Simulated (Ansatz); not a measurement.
# Li on Mo(100): change of the work function, part 4 of 5

How does Li on the hollow site change the work function of Mo(100) as the layer fills?

Ansatz 0.2.0; plane-wave DFT, LDA, Ansatz PAW (the session's first sound run).

So far, work function, upper face (eV): step 2 (the clean slab) 4.24; step 3 (21 atoms, coverage 0.25 ML, cell 2x2) 3.59; step 4 (22 atoms, coverage 0.5 ML, cell 2x2) 3.10; step 5 (6 atoms, coverage 1 ML, cell 1x1) 3.28.

## (7) The slab at 0.25 ML, atoms frozen

This step: plane-wave DFT, LDA, Ansatz PAW (Ansatz 0.2.0).

System of this step: Li/Mo(100). The cell holds 21 atoms: 20 Mo and 1 Li. Its edges and angles: a = 6.300 Å, b = 6.300 Å, c = 25.945 Å, α = 90.0°, β = 90.0°, γ = 90.0°. Vacuum lies along c.

To see where the charge goes, the covered slab, the bare substrate and the adsorbate layer are each run at the same frozen positions and on the same grid.

File input.yaml:

```yaml
crystal:
  lattice:
    - [6.3, 0.0, 0.0]
    - [0.0, 6.3, 0.0]
    - [0.0, 0.0, 25.9450118701]
  atoms:
    - { symbol: Mo, position: [0.0, 0.0, 0.3468874882] }
    - { symbol: Mo, position: [0.25, 0.25, 0.4075927987] }
    - { symbol: Mo, position: [0.0013451893, 0.0013451893, 0.4650294864] }
    - { symbol: Mo, position: [0.25, 0.25, 0.5290193385] }
    - { symbol: Mo, position: [-0.011939493, -0.011939493, 0.5784877176] }
    - { symbol: Mo, position: [0.0, 0.5, 0.3468874882] }
    - { symbol: Mo, position: [0.25, 0.75, 0.4075927987] }
    - { symbol: Mo, position: [0.0013451893, 0.4986548107, 0.4650294864] }
    - { symbol: Mo, position: [0.25, 0.75, 0.5271109427] }
    - { symbol: Mo, position: [-0.011939493, 0.511939493, 0.5784877176] }
    - { symbol: Mo, position: [0.5, 0.0, 0.3468874882] }
    - { symbol: Mo, position: [0.75, 0.25, 0.4075927987] }
    - { symbol: Mo, position: [0.4986548107, 0.0013451893, 0.4650294864] }
    - { symbol: Mo, position: [0.75, 0.25, 0.5271109427] }
    - { symbol: Mo, position: [0.511939493, -0.011939493, 0.5784877176] }
    - { symbol: Mo, position: [0.5, 0.5, 0.3468874882] }
    - { symbol: Mo, position: [0.75, 0.75, 0.4075927987] }
    - { symbol: Mo, position: [0.4986548107, 0.4986548107, 0.4650294864] }
    - { symbol: Mo, position: [0.75, 0.75, 0.5248656322] }
    - { symbol: Mo, position: [0.511939493, 0.511939493, 0.5784877176] }
    - { symbol: Li, position: [0.25, 0.25, 0.6433114031] }
kpoints:
  mp_grid: { grid: [5, 5, 1] }
hamiltonian:
  xc: lda
scf:
  occupations: { method: fermi_dirac, width: 0.1 }
  convergence: { dr2_threshold: 1.0e-08 }
efield:
  axis: 3
  dipole_correction: true
  ramp_position: 0.97
  ramp_width: 0.06
output:
  write_potential: true
  write_density: true
  volumetric_format: npy
```

Launch:

```
ansatz run input.yaml --threads 4 --pin off --max-ram 12288MiB --backend cpu --events-out ev --progress --plain --runs-dir out
```

Numbers of over 12 decimals in the logs are rounded to 6 here.

The program printed:

```text
[...]
Crystal: 21 atoms, lattice volume = 1029.758 Å³
Basis set: ecut = 420 eV, 20155 PW (Γ)
Bands: 170, of which v1, the nominal top of the filled ones, is band 142 counted from 1 (141 counted from 0)
Symmetry: 8 space group operations
[...]
k-points: 6 of 25
[...]
SCF iter   1: F=—  HF=-97040.701556 eV  |F-HF|=—  |Δ(HF+E_count)|=         —  Δρ=1.02e-2  dr2=8.79e0  ethr=1.77e-3  p=0.244 e·Å  D=4.29e-2 V/Å  ΔV_dip=-1.11 eV  dr2_dipole=2.57e0  V_vac-E_F(+/−)=3.25/4.37 eV  ⟨swp⟩=10.5  Hψ=5225  notcnv=0
[...]
SCF iter  11: F=-97040.407689 eV  HF=-97040.407689 eV  |F-HF|=3.51e-9  |Δ(HF+E_count)|=   4.25e-9  Δρ=3.44e-7  dr2=4.83e-9  ethr=3.53e-12  p=0.155 e·Å  D=2.73e-2 V/Å  ΔV_dip=-0.71 eV  dr2_dipole=4.91e-10  V_vac-E_F(+/−)=3.59/4.30 eV  ⟨swp⟩=7.5  Hψ=2565  notcnv=0
SCF 1 converged in 11 iterations: F = -97040.407689 eV  dr2 = 4.83e-9
[...]
SCF converged after 11 iterations
Free energy (F): -97040.407689 eV
[...]
Internal energy: -97039.597277 eV  (E = F + TS)
E sigma→0 (E₀):  -97040.002483 eV
Entropy (-TS):   -0.810413 eV (-38.591 meV/atom)
Fermi energy:    3.690333 eV
Dipole field:    D = 0.027266 V/Å  (p = 0.155166 e·Å, saw-weighted, corrected)
Work function:   Φ+ = 3.5927 eV   Φ− = 4.3001 eV
[...]
--- Band table (eV; the first three rows and the last of 6) ---
  k-point 0: bands = [... 138 lower, 3.5174, 3.5446, 3.5982, 3.5982, 3.6010, 4.1705, 4.2314, 4.5552, ... 24 higher]
  k-point 1: bands = [... 138 lower, 3.6729, 3.7057, 3.8154, 3.8724, 3.9385, 3.9679, 4.0293, 4.2136, ... 24 higher]
  k-point 2: bands = [... 138 lower, 3.5825, 3.6012, 3.7519, 3.7915, 4.0058, 4.0180, 4.0926, 4.1713, ... 24 higher]
  k-point 5: bands = [... 138 lower, 3.2742, 3.4607, 3.5168, 3.5528, 3.6223, 3.6369, 3.6684, 3.6965, ... 24 higher]
```

Wall time 65 s (4 threads of Arm Neoverse V1, shared host); peak memory 3.4 GiB.

Numbers from this step:

```yaml
energy_at_zero_smearing: -97040.0025 eV
work_function_upper_face: 3.593 eV
dipole_along_the_normal: 0.1552 e·Å
step_between_the_vacuum_levels: -0.7074 eV
```

The work function of the upper face is 3.59 eV.

## (8) The substrate of the 0.25 ML cell alone

System of this step: Li/Mo(100), substrate alone, atoms held. The cell holds 20 atoms: 20 Mo. Cell: a = 6.300 Å, b = 6.300 Å, c = 25.945 Å, α = 90.0°, β = 90.0°, γ = 90.0°. Vacuum lies along c.

The second part, atoms unmoved.

Changes to input.yaml since step 7:

```diff
@@ -26,3 +26,2 @@
     - { symbol: Mo, position: [0.511939493, 0.511939493, 0.5784877176] }
-    - { symbol: Li, position: [0.25, 0.25, 0.6433114031] }
 kpoints:
```

The program printed:

```text
[...]
Crystal: 20 atoms, lattice volume = 1029.758 Å³
Basis set: ecut = 420 eV, 20155 PW (Γ)
Bands: 168, of which v1, the nominal top of the filled ones, is band 140 counted from 1 (139 counted from 0)
Symmetry: 8 space group operations
[...]
k-points: 6 of 25
[...]
SCF iter   1: F=—  HF=-96838.102638 eV  |F-HF|=—  |Δ(HF+E_count)|=         —  Δρ=9.00e-3  dr2=3.64e0  ethr=1.77e-3  p=0.033 e·Å  D=5.78e-3 V/Å  ΔV_dip=-0.15 eV  dr2_dipole=5.72e-1  V_vac-E_F(+/−)=4.19/4.34 eV  ⟨swp⟩=10.5  Hψ=5185  notcnv=0
[...]
SCF iter  11: F=-96837.913091 eV  HF=-96837.913091 eV  |F-HF|=1.75e-10  |Δ(HF+E_count)|=   3.16e-9  Δρ=2.42e-7  dr2=1.80e-9  ethr=3.57e-12  p=0.008 e·Å  D=1.42e-3 V/Å  ΔV_dip=-0.04 eV  dr2_dipole=1.82e-10  V_vac-E_F(+/−)=4.27/4.31 eV  ⟨swp⟩=5.7  Hψ=2357  notcnv=0
SCF 1 converged in 11 iterations: F = -96837.913091 eV  dr2 = 1.80e-9
[...]
SCF converged after 11 iterations
Free energy (F): -96837.913091 eV
[...]
Internal energy: -96837.074005 eV  (E = F + TS)
E sigma→0 (E₀):  -96837.493548 eV
Entropy (-TS):   -0.839085 eV (-41.954 meV/atom)
Fermi energy:    3.383462 eV
Dipole field:    D = 0.001407 V/Å  (p = 0.008009 e·Å, saw-weighted, corrected)
Work function:   Φ+ = 4.2701 eV   Φ− = 4.3066 eV
[...]
--- Band table (eV; the first three rows and the last of 6) ---
  k-point 0: bands = [... 136 lower, 3.2186, 3.2343, 3.2814, 3.2814, 3.2972, 3.3218, 3.9156, 3.9158, ... 24 higher]
  k-point 1: bands = [... 136 lower, 3.3044, 3.3705, 3.4414, 3.5220, 3.5732, 3.6306, 3.7166, 3.7206, ... 24 higher]
  k-point 2: bands = [... 136 lower, 3.0959, 3.3160, 3.3670, 3.5258, 3.5750, 3.6946, 3.7328, 3.8407, ... 24 higher]
  k-point 5: bands = [... 136 lower, 2.9807, 3.0410, 3.1796, 3.2494, 3.2984, 3.3159, 3.3543, 3.3608, ... 24 higher]
```

It took 62 s on 4 threads; peak memory 3.4 GiB; 4.1 min of CPU time.

Numbers from this step:

* energy at zero smearing: -96837.4935 eV
* work function, upper face: 4.270 eV
* work function, lower face: 4.307 eV
* dipole along the normal: 0.008009 e·Å
* step between the vacuum levels: -0.03651 eV

The work function of the upper face is 4.27 eV.

## (9) The adsorbate layer of the 0.25 ML cell alone

System of this step: Li/Mo(100), adsorbate layer alone, atoms held. The cell holds 1 atom: 1 Li. Cell: a = 6.300 Å, b = 6.300 Å, c = 25.945 Å, α = 90.0°, β = 90.0°, γ = 90.0°. Vacuum lies along c.

The third part; a free layer of atoms may carry a moment, so spin is on.

input.yaml, the sections that differ from step 8:

```yaml
crystal:
  lattice:
    - [6.3, 0.0, 0.0]
    - [0.0, 6.3, 0.0]
    - [0.0, 0.0, 25.9450118701]
  atoms:
    - { symbol: Li, position: [0.25, 0.25, 0.6433114031], spin: 1.0 }
magnetization:
  spin_polarized: true
# kpoints, hamiltonian, scf, efield, output: as in step 8
```

The program printed:

```text
[...]
Crystal: 1 atoms, lattice volume = 1029.758 Å³
Basis set: ecut = 420 eV, 20155 PW (Γ)
Bands: 6, of which v1, the nominal top of the filled ones, is band 2 counted from 1 (1 counted from 0)
Symmetry: 8 space group operations
k-points: 6 of 25
[...]
Starting moments: Σ|m| = 1 μB on 1 of 1 site
[...]
SCF iter   9: F=—  HF=-199.881657 eV  |F-HF|=—  |Δ(HF+E_count)|=   6.89e-3  Δρ=7.94e-5 (↑7.94e-5 ↓3.44e-5)  dr2=4.13e-4  dr2_m=1.70e-5  M=0.829 μB ∫|m|=0.829 μB  β_m=1.20  ethr=2.47e-6  p=0.000 e·Å  D=4.28e-7 V/Å  ΔV_dip=-0.00 eV  dr2_dipole=1.14e-14  V_vac-E_F(+/−)=2.89/2.89 eV  ⟨swp⟩=2.1  Hψ=87  notcnv=0
[...]
spin-set hold released at iteration 9 (site moments contracting): the magnetisation degrees of freedom join the quasi-Newton model from the next iteration; the mixer history was flushed
SCF iter  10: F=—  HF=-199.885110 eV  |F-HF|=—  |Δ(HF+E_count)|=   3.45e-3  Δρ=4.85e-5 (↑4.85e-5 ↓2.80e-5)  dr2=2.81e-4  dr2_m=2.89e-6  M=0.845 μB ∫|m|=0.845 μB  β_m=1.20  ethr=2.47e-6  p=0.000 e·Å  D=4.09e-7 V/Å  ΔV_dip=-0.00 eV  dr2_dipole=1.87e-15  V_vac-E_F(+/−)=2.88/2.88 eV  ⟨swp⟩=2.0  Hψ=96  notcnv=0  κ⁻¹=1.0e0(r=1)
density mixer auto → broyden: no gap read (density of states about μ 0.69 of a free-electron gas's, 20 screened modes)
SCF iter  11: F=—  HF=-199.888055 eV  |F-HF|=—  |Δ(HF+E_count)|=   2.95e-3  Δρ=3.27e-5 (↑3.27e-5 ↓2.68e-5)  dr2=2.62e-6  dr2_m=7.93e-6  M=0.872 μB ∫|m|=0.872 μB  β_m=1.20  ethr=2.47e-6  p=0.000 e·Å  D=3.77e-7 V/Å  ΔV_dip=-0.00 eV  dr2_dipole=1.14e-13  V_vac-E_F(+/−)=2.83/2.83 eV  ⟨swp⟩=2.0  Hψ=97  notcnv=0  κ⁻¹=1.1e-2(r=2)
[...]
SCF iter  17: F=-199.888457 eV  HF=-199.888457 eV  |F-HF|=2.25e-10  |Δ(HF+E_count)|=   2.62e-9  Δρ=1.76e-8 (↑1.66e-8 ↓1.76e-8)  dr2=9.58e-13  dr2_m=2.58e-12  M=0.850 μB ∫|m|=0.850 μB  ethr=6.74e-12  p=0.000 e·Å  D=5.02e-7 V/Å  ΔV_dip=-0.00 eV  dr2_dipole=3.23e-16  V_vac-E_F(+/−)=2.85/2.85 eV  ⟨swp⟩=1.0  Hψ=207  notcnv=0
SCF 1 converged in 17 iterations: F = -199.888457 eV  dr2 = 9.58e-13
[...]
this state was not tested for a lower state beside it, because the mixer in use, unlike msr1, does not test its closes by its own steps (another_mixer; see scf.mixing.algorithm and scf.lower_state_search)
SCF converged after 17 iterations
Magnetization: 0.8503 μB (1.9252 up, 1.0748 down)
Absolute magnetization: 0.8504 μB (∫|ρ↑−ρ↓|, with the PAW one-centre terms)
[...]
Per-site moments (μB) at R_I (Å): [(0.709139, 2.598750)]
Free energy (F): -199.888457 eV
[...]
Internal energy: -199.850997 eV  (E = F + TS)
E sigma→0 (E₀):  -199.869727 eV
Entropy (-TS):   -0.037460 eV (-37.460 meV/atom)
Fermi energy:    -2.696809 eV
Dipole field:    D = 0.000000 V/Å  (p = 0.000003 e·Å, saw-weighted, corrected)
Work function:   Φ+ = 2.8503 eV   Φ− = 2.8503 eV
[...]
--- Band table (eV; the first three rows and the last of 12) ---
[...]
```

Elapsed: 6.4 s, on 4 threads; peak memory 0.85 GiB.

Numbers from this step:

```yaml
energy_at_zero_smearing: -199.8697 eV
total_moment: 0.8503 μB
site_moments: 0.7091 μB
dipole_along_the_normal: 2.80e-6 e·Å
```

Site moment by atom:

| atom | site moment (μB) |
| --- | --- |
| Li1 | 0.709 |

The free layer carries a moment of 0.9 μB a cell.

## (10) Where the charge went at 0.25 ML

This step: plane-wave DFT, LDA, Ansatz PAW; density difference on adsorption (Ansatz 0.2.0).

The densities of the parts are taken from that of the whole and averaged over planes; the first moment of what is left gives the step in the potential.

This step gave:

```yaml
largest_charge_moved: 0.004265 e/Å²
potential_step_from_the_moved_charge: -0.6696 eV
```

Planar mean, whole system less its parts. The electron density difference by z:

| z (Å) | electron density difference (e/Å³) |
| --- | --- |
| 6.0 | -2.4e-7 |
| 6.5 | -2.7e-6 |
| 7.0 | -1.3e-5 |
| 7.5 | -3.9e-5 |
| 8.0 | -4.2e-5 |
| 8.5 | 1.9e-4 |
| 9.0 | -1.4e-4 |
| 9.5 | 5.9e-5 |
| 10.0 | 2.6e-5 |
| 10.5 | -3.3e-5 |
| 11.0 | -1.5e-4 |
| 11.5 | 7.8e-5 |
| 12.0 | -4.0e-5 |
| 12.5 | 2.4e-4 |
| 13.0 | -1.0e-4 |
| 13.5 | -4.9e-4 |
| 14.0 | -0.00137 |
| 14.5 | -0.00171 |
| 15.0 | -0.00197 |
| 15.5 | 4.8e-4 |
| 16.0 | 0.00750 |
| 16.5 | 0.00495 |
| 17.0 | 0.00123 |
| 17.5 | -0.00222 |
| 18.0 | -0.00261 |
| 18.5 | -0.00181 |
| 19.0 | -0.00101 |
| 19.5 | -5.0e-4 |
| 20.0 | -2.3e-4 |
| 20.5 | -9.8e-5 |
| 21.0 | -4.1e-5 |
| 21.5 | -1.6e-5 |
| 22.0 | -6.6e-6 |
| 22.5 | -2.6e-6 |
| 23.0 | -1.0e-6 |
| 23.5 | -4.2e-7 |

Planar mean, whole system less its parts. The electrons moved below z by z:

z (Å), electrons moved below z (e/Å²) and a bar from the least value:
```
        6    0.00000 ###########
        7    0.00000 ###########
        8   -0.00004 ###########
        9    0.00000 ###########
       10    0.00001 ###########
       11   -0.00004 ###########
       12   -0.00003 ###########
       13    0.00004 ###########
       14   -0.00065 ########
       15   -0.00248 
       16   -0.00024 ##########
       17    0.00426 ##############################
       18    0.00230 #####################
       19    0.00060 ##############
       20    0.00012 ############
       21    0.00002 ###########
       22    0.00000 ###########
       23    0.00000 ###########
       24    0.00000 ###########
       25    0.00000 ###########
```

(Continued in part 5 of 5.)

[Logs are printed without paths, hosts, clocks, repeated set-up lines and the standing remarks that a program may print on its own settings, such as how far it seeks lower states.]

[Hosts, paths, dates, database ids (printed as entryN), source tags and the programs' standing remarks are cut or masked in the printed files.]

[Maps of the electrostatic potential energy from Ansatz leave out the sawtooth potential of an applied field or a dipole correction, so their vacuum need not be flat; planar profiles and work functions include it.]
